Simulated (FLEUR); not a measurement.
**2 ML Ni on Cu(001), 3 substrate layers: anisotropy by force theorems**

Wanted: anisotropy for 2 ML Ni on Cu(001), 3 substrate layers, with the cost of each step.

Calculated with FLEUR MaX-R8.1; PBE; all-electron FLAPW film, Dirac cores, scalar-relativistic bands.

Report form: the programs' logs are mostly left out.

## (1) The starting structure

The cell holds 5 atoms: 3 Cu and 2 Ni. Cell: a = 2.556 Å, b = 2.556 Å, c = 21.088 Å, α = 90.0°, β = 90.0°, γ = 90.0°. Pseudomorphic film, hard-sphere layer spacings, unrelaxed. Vacuum lies along c.

Structure file:

```xyz
5
Lattice="2.5562 0.0000 0.0000 0.0000 2.5562 0.0000 0.0000 0.0000 21.0880" Properties=species:S:1:pos:R:3
Cu    0.0000    0.0000    7.0000
Cu    1.2781    1.2781    8.8075
Cu    0.0000    0.0000   10.6150
Ni    1.2781    1.2781   12.3754
Ni    0.0000    0.0000   14.0880
```

## (2) The magnetic state

The force theorems are single passes in this state's potential, so it has to be converged first.

No symmetry is used, so that later steps may turn the spins freely; k and −k are joined. FLEUR takes the sheet as a true film: the images along c are dropped, heights are typed in bohr, and the vacuum on both sides is semi-infinite. inpgen writes inp.xml from crystal.txt; cutoffs, mixing, functional, smearing and local orbitals are then set in the file. The k list scf (kpts.xml, not shown) is a Γ-centred 10×10×1 mesh; where the ranks do not divide the number of points, some are split in two of half the weight.

inp.xml reads:

```
<?xml version="1.0" encoding="UTF-8" standalone="no"?>
<fleurInput fleurInputVersion="0.39">
   <comment>
      Cu3Ni2
   </comment>
   <calculationSetup>
      <cutoffs Kmax="3.66" Gmax="11.0" GmaxXC="11.0" numbands="0"/>
      <scfLoop itmax="150" minDistance="0.00002" maxIterBroyd="15" imix="Anderson" alpha="0.03" precondParam="0.0" spinf="2.0" sdNocoIR="T"/>
      <coreElectrons ctail="F" frcor="F" kcrel="0" coretail_lmax="0"/>
      <xcFunctional name="pbe" relativisticCorrections="F"/>
      <magnetism jspins="2" l_noco="F" l_ss="F">
         <qss>0.0 0.0 0.0</qss>
         <mtNocoParams l_mperp="F" l_mtNocoPot="F" l_relaxSQA="F" mag_mixing_scheme="0" mix_RelaxWeightOffD="1.0" l_constrained="F" mix_constr="1.0"/>
         <sourceFreeMag l_sourceFree="F" l_scaleMag="F" mag_scale="1.0"/>
      </magnetism>
      <soc l_soc="F" theta="0.0" phi="0.0" spav="F"/>
      <expertModes spex="0" secvar="F"/>
      <geometryOptimization l_f="F" forcealpha="1.0" forcemix="BFGS" epsdisp="0.00001" epsforce="0.00001"/>
      <ldaU l_linMix="F" mixParam="0.05" spinf="1.0"/>
   </calculationSetup>
   <cell>
      <bzIntegration valenceElectrons="69.0" mode="hist" fermiSmearingEnergy="0.00183747">
         <kPointListSelection listName="scf"/>
         <xi:include xmlns:xi="http://www.w3.org/2001/XInclude" href="kpts.xml"> </xi:include>
      </bzIntegration>
      <xi:include xmlns:xi="http://www.w3.org/2001/XInclude" href="sym.xml"> </xi:include>
      <filmLattice scale="1.0" dVac="18.77" dTilda="21.27">
         <bravaisMatrixFilm>
            <row-1>    4.8305179197025199     0.0000000000000000</row-1>
            <row-2>    0.0000000000000000     4.8305179197025199</row-2>
         </bravaisMatrixFilm>
         <vacuumEnergyParameters vacuum="1" spinUp="-.25" spinDown="-.25"/>
         <vacuumEnergyParameters vacuum="2" spinUp="-.25" spinDown="-.25"/>
      </filmLattice>
   </cell>
   <atomSpecies>
      <species name="Copper (Cu)" element="Cu" atomicNumber="29">
         <mtSphere radius="2.29" gridPoints="757" logIncrement="0.016"/>
         <atomicCutoffs lmax="8" lnonsphr="6"/>
         <electronConfig flipSpins="F">
            <coreConfig>(1s1/2) (2s1/2) (2p1/2) (2p3/2) (3s1/2) (3p1/2) (3p3/2)</coreConfig>
            <valenceConfig>(4s1/2) (3d3/2) (3d5/2)</valenceConfig>
            <stateOccupation state="(4s1/2)" spinUp="0.500000" spinDown="0.500000"/>
         </electronConfig>
         <energyParameters s="4" p="4" d="3" f="4"/>
      </species>
      <species name="Nickel (Ni1.001" element="Ni" atomicNumber="28">
         <mtSphere radius="2.24" gridPoints="741" logIncrement="0.016"/>
         <atomicCutoffs lmax="8" lnonsphr="6"/>
         <electronConfig flipSpins="F">
            <coreConfig>(1s1/2) (2s1/2) (2p1/2) (2p3/2)</coreConfig>
            <valenceConfig>(3s1/2) (3p1/2) (3p3/2) (4s1/2) (3d3/2) (3d5/2)</valenceConfig>
            <stateOccupation state="(3d3/2)" spinUp="1.6" spinDown="1.6"/>
            <stateOccupation state="(3d5/2)" spinUp="2.9005" spinDown="1.8995"/>
         </electronConfig>
         <energyParameters s="4" p="4" d="3" f="4"/>
         <lo type="SCLO" l="0" n="3" eDeriv="0"/>
         <lo type="SCLO" l="1" n="3" eDeriv="0"/>
      </species>
   </atomSpecies>
   <atomGroups>
      <atomGroup species="Copper (Cu)">
         <filmPos label="                   1">.0000000000 .0000000000 -6.6971999520</filmPos>
         <force calculate="T" relaxXYZ="TTT"/>
         <nocoParams  alpha="0.0" beta="0.0"/>
      </atomGroup>
      <atomGroup species="Copper (Cu)">
         <filmPos label="                   2">1.000/2.000 1.000/2.000 -3.2814916877</filmPos>
         <force calculate="T" relaxXYZ="TTT"/>
         <nocoParams  alpha="0.0" beta="0.0"/>
      </atomGroup>
      <atomGroup species="Copper (Cu)">
         <filmPos label="                   3">.0000000000 .0000000000 .1341767261</filmPos>
         <force calculate="T" relaxXYZ="TTT"/>
         <nocoParams  alpha="0.0" beta="0.0"/>
      </atomGroup>
      <atomGroup species="Nickel (Ni1.001">
         <filmPos label="                   4">1.000/2.000 1.000/2.000 3.4608190615</filmPos>
         <force calculate="T" relaxXYZ="TTT"/>
         <nocoParams  alpha="0.0" beta="0.0"/>
      </atomGroup>
      <atomGroup species="Nickel (Ni1.001">
         <filmPos label="                   5">.0000000000 .0000000000 6.6971999520</filmPos>
         <force calculate="T" relaxXYZ="TTT"/>
         <nocoParams  alpha="0.0" beta="0.0"/>
      </atomGroup>
   </atomGroups>
   <output dos="F" band="F" slice="F">
      <bandDOS minEnergy="-.5*Htr" maxEnergy="0.5*Htr" sigma="0.015" storeEVData="T"/>
      <plotting iplot="0" polar="F">
         <plot TwoD="T" vec1="  1.0  0.0  0.0" vec2="  0.0  1.0  0.0" vec3="  0.0  0.0  1.0" zero="  0.0  0.0 -0.5" file="plot"/>
      </plotting>
      <moessbauerParams electricFieldGradient="F" isomerShift="F" coreHyperfine="F" valenceHyperfine="F"/>
   </output>
</fleurInput>
```

crystal.txt reads:

```
Cu3Ni2
&input film=T cartesian=F /
2.55620000000  0.00000000000  0.00000000000
0.00000000000  2.55620000000  0.00000000000
0.00000000000  0.00000000000  1.00000000000
1.8897261246
1.0 1.0 1.0

5
29 0.00000000000  0.00000000000  -6.69719995204
29 0.50000000000  0.50000000000  -3.28149168769
29 0.00000000000  0.00000000000  0.13417672612
28 0.50000000000  0.50000000000  3.46081906148 : 1.001
28 0.00000000000  0.00000000000  6.69719995204 : 1.001

&kpt div1=10 div2=10 div3=1 gamma=T /
```

Command:

```sh
> OMP_NUM_THREADS=1 inpgen -f crystal.txt -nosym -noco > inpgen.log  # inp.xml is then edited as shown
> OMP_NUM_THREADS=1 mpirun -n 8 fleur_MPI > fleur.log
```

Run time: 4.3 min. Hardware: 8 MPI ranks of Arm Neoverse V1, shared host; peak memory 1.5 GiB; 34 min of CPU time.

Spin moment in the muffin-tin sphere by atom:

| atom | spin moment in the muffin-tin sphere (μB) |
| --- | --- |
| Cu1 | -0.007 |
| Cu2 | -0.012 |
| Cu3 | -0.011 |
| Ni4 | 0.519 |
| Ni5 | 0.765 |

Read from the output:

```yaml
free_energy: -217873.8210 eV
program_s_band_gap_on_this_mesh_in_a_metal_only_a_level_spacing: 0 eV
magnetization: 1.162 μB
final_state: ferromagnetic
```

After 67 cycles the largest moment stands at 0.765 μB.

## (3) Anisotropy by the force theorem, rung 1

Anisotropy is a small difference, so it is taken from sums over occupied states at a frozen potential, where most errors cancel.

One pass with spin–orbit coupling for each direction, from the saved density. The k list mae (kpts.xml, not shown) is a Γ-centred 16×16×1 mesh.

inp.xml, as its differences from that of step 2:

```diff
@@ -6,4 +6,4 @@
    <calculationSetup>
-      <cutoffs Kmax="3.66" Gmax="11.0" GmaxXC="11.0" numbands="0"/>
-      <scfLoop itmax="150" minDistance="0.00002" maxIterBroyd="15" imix="Anderson" alpha="0.03" precondParam="0.0" spinf="2.0" sdNocoIR="T"/>
+      <cutoffs Kmax="3.66" Gmax="11.0" GmaxXC="11.0" numbands="149"/>
+      <scfLoop itmax="1" minDistance="0.00002" maxIterBroyd="15" imix="Anderson" alpha="0.03" precondParam="0.0" spinf="2.0" sdNocoIR="T"/>
       <coreElectrons ctail="F" frcor="F" kcrel="0" coretail_lmax="0"/>
@@ -15,3 +15,3 @@
       </magnetism>
-      <soc l_soc="F" theta="0.0" phi="0.0" spav="F"/>
+      <soc l_soc="T" theta="0.0" phi="0.0" spav="F"/>
       <expertModes spex="0" secvar="F"/>
@@ -22,3 +22,3 @@
       <bzIntegration valenceElectrons="69.0" mode="hist" fermiSmearingEnergy="0.00183747">
-         <kPointListSelection listName="scf"/>
+         <kPointListSelection listName="mae"/>
          <xi:include xmlns:xi="http://www.w3.org/2001/XInclude" href="kpts.xml"> </xi:include>
@@ -94,2 +94,5 @@
    </output>
+   <forceTheorem>
+      <MAE theta="0.0 1.5707963 1.5707963" phi="0.0 0.0 1.5707963"/>
+   </forceTheorem>
 </fleurInput>
```

Command:

```sh
> OMP_NUM_THREADS=1 mpirun -n 8 fleur_MPI -warn_only > fleur.log
```

The job ended after 74 s (8 MPI ranks; peak memory 2 GiB).

Anisotropy energies, by row:

| axis | x | y | z | band energy less the first axis' (meV a cell) |
| --- | --- | --- | --- | --- |
| z | 0 | 0 | 1 | 0 |
| x | 1 | 0 | 0 | 0.1211 |
| y | 0 | 1 | 0 | 0.1211 |

Shape anisotropy is not in these numbers.

## (4) Anisotropy by the force theorem, rung 2

A second rung shows how far the first can be trusted.

The k list mae (kpts.xml, not shown) is a Γ-centred 25×25×1 mesh.

inp.xml is that of step 3.

Elapsed: 2.9 min, on 8 MPI ranks; peak memory 3.6 GiB; 24 min of CPU time.

Anisotropy energies, by row:

| axis | x | y | z | band energy less the first axis' (meV a cell) |
| --- | --- | --- | --- | --- |
| z | 0 | 0 | 1 | 0 |
| x | 1 | 0 | 0 | 0.1938 |
| y | 0 | 1 | 0 | 0.1938 |

## (5) Spin–orbit coupling, moments along z

Spin–orbit coupling ties the spins to the lattice and lets orbital moments form.

A new self-consistent run of the start ferro ++, with the moments along z. The k list default-1 (kpts.xml, not shown) is a Γ-centred 25×25×1 mesh.

inp.xml, as its differences from that of step 2:

```diff
@@ -6,12 +6,8 @@
    <calculationSetup>
-      <cutoffs Kmax="3.66" Gmax="11.0" GmaxXC="11.0" numbands="0"/>
+      <cutoffs Kmax="3.66" Gmax="11.0" GmaxXC="11.0" numbands="169"/>
       <scfLoop itmax="150" minDistance="0.00002" maxIterBroyd="15" imix="Anderson" alpha="0.03" precondParam="0.0" spinf="2.0" sdNocoIR="T"/>
-      <coreElectrons ctail="F" frcor="F" kcrel="0" coretail_lmax="0"/>
+      <coreElectrons ctail="T" frcor="F" kcrel="0" coretail_lmax="0"/>
       <xcFunctional name="pbe" relativisticCorrections="F"/>
-      <magnetism jspins="2" l_noco="F" l_ss="F">
-         <qss>0.0 0.0 0.0</qss>
-         <mtNocoParams l_mperp="F" l_mtNocoPot="F" l_relaxSQA="F" mag_mixing_scheme="0" mix_RelaxWeightOffD="1.0" l_constrained="F" mix_constr="1.0"/>
-         <sourceFreeMag l_sourceFree="F" l_scaleMag="F" mag_scale="1.0"/>
-      </magnetism>
-      <soc l_soc="F" theta="0.0" phi="0.0" spav="F"/>
+      <magnetism jspins="2"/>
+      <soc l_soc="T" theta="0.0" phi="0.0" spav="F"/>
       <expertModes spex="0" secvar="F"/>
@@ -22,3 +18,3 @@
       <bzIntegration valenceElectrons="69.0" mode="hist" fermiSmearingEnergy="0.00183747">
-         <kPointListSelection listName="scf"/>
+         <kPointListSelection listName="default-1"/>
          <xi:include xmlns:xi="http://www.w3.org/2001/XInclude" href="kpts.xml"> </xi:include>
@@ -64,3 +60,2 @@
          <force calculate="T" relaxXYZ="TTT"/>
-         <nocoParams  alpha="0.0" beta="0.0"/>
       </atomGroup>
@@ -69,3 +64,2 @@
          <force calculate="T" relaxXYZ="TTT"/>
-         <nocoParams  alpha="0.0" beta="0.0"/>
       </atomGroup>
@@ -74,3 +68,2 @@
          <force calculate="T" relaxXYZ="TTT"/>
-         <nocoParams  alpha="0.0" beta="0.0"/>
       </atomGroup>
@@ -79,3 +72,2 @@
          <force calculate="T" relaxXYZ="TTT"/>
-         <nocoParams  alpha="0.0" beta="0.0"/>
       </atomGroup>
@@ -84,3 +76,2 @@
          <force calculate="T" relaxXYZ="TTT"/>
-         <nocoParams  alpha="0.0" beta="0.0"/>
       </atomGroup>
```

crystal.txt, as its differences from that of step 2:

```diff
@@ -15,2 +15,3 @@
 
-&kpt div1=10 div2=10 div3=1 gamma=T /
+&soc 0.0000000 0.0000000 /
+&kpt div1=25 div2=25 div3=1 gamma=T /
```

Command:

```sh
> OMP_NUM_THREADS=1 inpgen -f crystal.txt > inpgen.log  # inp.xml is then edited as shown
> OMP_NUM_THREADS=1 mpirun -n 8 fleur_MPI > fleur.log
```

It took 21 min on 8 MPI ranks; peak memory 1.5 GiB.

Spin moment in the muffin-tin sphere by atom:

| atom | spin moment in the muffin-tin sphere (μB) |
| --- | --- |
| Cu1 | -0.001 |
| Cu2 | -0.004 |
| Cu3 | -0.004 |
| Ni4 | 0.533 |
| Ni5 | 0.764 |

Numbers from this step:

- free energy: -217873.8988 eV
- program's band gap on this mesh (in a metal only a level spacing): 0 eV
- magnetization: 1.209 μB
- final state: ferromagnetic
- orbital moment along the spin: 0.07511 μB

Orbital moment in the sphere, along the spin axis by atom:

| atom | orbital moment in the sphere, along the spin axis (μB) |
| --- | --- |
| Cu1 | -0.0001 |
| Cu2 | 0.0000 |
| Cu3 | -0.0009 |
| Ni4 | 0.0499 |
| Ni5 | 0.0751 |

## (6) Results

```json
{"reference state": "ferromagnetic", "largest sphere moment": "0.765 μB", "easy direction of those tried": "z", "energy along x less z, force theorem": "0.194 meV a primitive cell", "orbital moment on the atom of largest spin, along its spin (spin–orbit run)": "0.0751 μB"}
```

**Reading.** By the force theorem the moments prefer z; shape anisotropy is not in it, and in a film it favours the plane. The difference for the second direction goes from 0.12 meV (mesh 16×16×1, 149 states, 9.8 min of CPU time) to 0.19 meV (mesh 25×25×1, 149 states, 24 min), so it is not converged. The orbital moment is parallel to the spin, as Hund's third rule has it for a shell over half filled. The state was typed, and no other order was converged beside it, so it need not be the ground state. A substrate of 3 unrelaxed layers is a model; thickness and relaxation can move these numbers.

[Logs and program files are shortened in this print: banners, set-up blocks, solver, clock and traceback lines can be left out without a mark of their own.]

[Logs are printed without paths, hosts, clocks, repeated set-up lines and the standing remarks that a program may print on its own settings, such as how far it seeks lower states.]

[Hosts, paths, dates, database ids (printed as entryN), source tags and the programs' standing remarks are cut or masked in the printed files.]

[Where a cell is said to come from a database of computed structures, the database is the Materials Project.]
